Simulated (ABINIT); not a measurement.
Planning a run of ABINIT 10.8.3 on ZnWO4 (P2/c). The input:

```
acell 3*1.0 Angstrom
rprim 
  4.698600000000 0.000000000000 0.000000000000
  0.000000000000 5.729300000000 0.000000000000
  -0.052988409000 0.000000000000 4.936415614400
ntypat 3
znucl 30 74 8
natom 12
typat 1 1 2 2 3 3 3 3 3 3 3 3
xred 
  0.500000000000 0.684000000000 0.250000000000
  0.500000000000 0.316000000000 0.750000000000
  0.000000000000 0.182580000000 0.250000000000
  0.000000000000 0.817420000000 0.750000000000
  0.216900000000 0.105100000000 0.936300000000
  0.783100000000 0.105100000000 0.563700000000
  0.783100000000 0.894900000000 0.063700000000
  0.216900000000 0.894900000000 0.436300000000
  0.256500000000 0.377700000000 0.399600000000
  0.743500000000 0.377700000000 0.100400000000
  0.743500000000 0.622300000000 0.600400000000
  0.256500000000 0.622300000000 0.899600000000
pp_dirpath "pseudos"
pseudos "Zn.upf, W.upf, O.upf"
ecut 36
ngkpt 2 2 2
nshiftk 1
shiftk 0 0 0
kptopt 1
chksymbreak 0
iscf -2
irdden 1
istwfk *1
nband 160
nbdbuf 14
tolwfr 1e-09
nstep 60
prtvol 0
indata_prefix "in"
outdata_prefix "out"
tmpdata_prefix "tmp"
```

```sh
OMP_NUM_THREADS=1 mpirun -n 4 abinit run.abi > log
```

Question: How long will it take on 4 MPI ranks of Intel Xeon Platinum 8124M at 3.00GHz (Skylake/Cascade Lake), shared host, and how much memory?

It took 3.9 min; on shared hardware allow 2 min to 7.8 min. Peak host memory was 0.61 GiB.

[Paths, hosts, dates, memory and timing lines, banners, echoed tables and standing remarks are left out of the program output.]

[Logs are printed without paths, hosts, clocks, repeated set-up lines and the standing remarks that a program may print on its own settings, such as how far it seeks lower states.]

[Runs of the session that timed out or met a known fault of the program may be left out.]

[Hosts, paths, dates, database ids (printed as entryN), source tags and the programs' standing remarks are cut or masked in the printed files.]

[G0W0 gaps are taken among the corrected bands and points alone; a level outside them can change the order at an edge.]

[Where Ansatz stands beside ABINIT at settings called matched, ABINIT's density can come from a denser mesh and the files from another edition; pairs whose starting gaps differed by over 0.03 eV were left out, so agreement reads better than it is.]
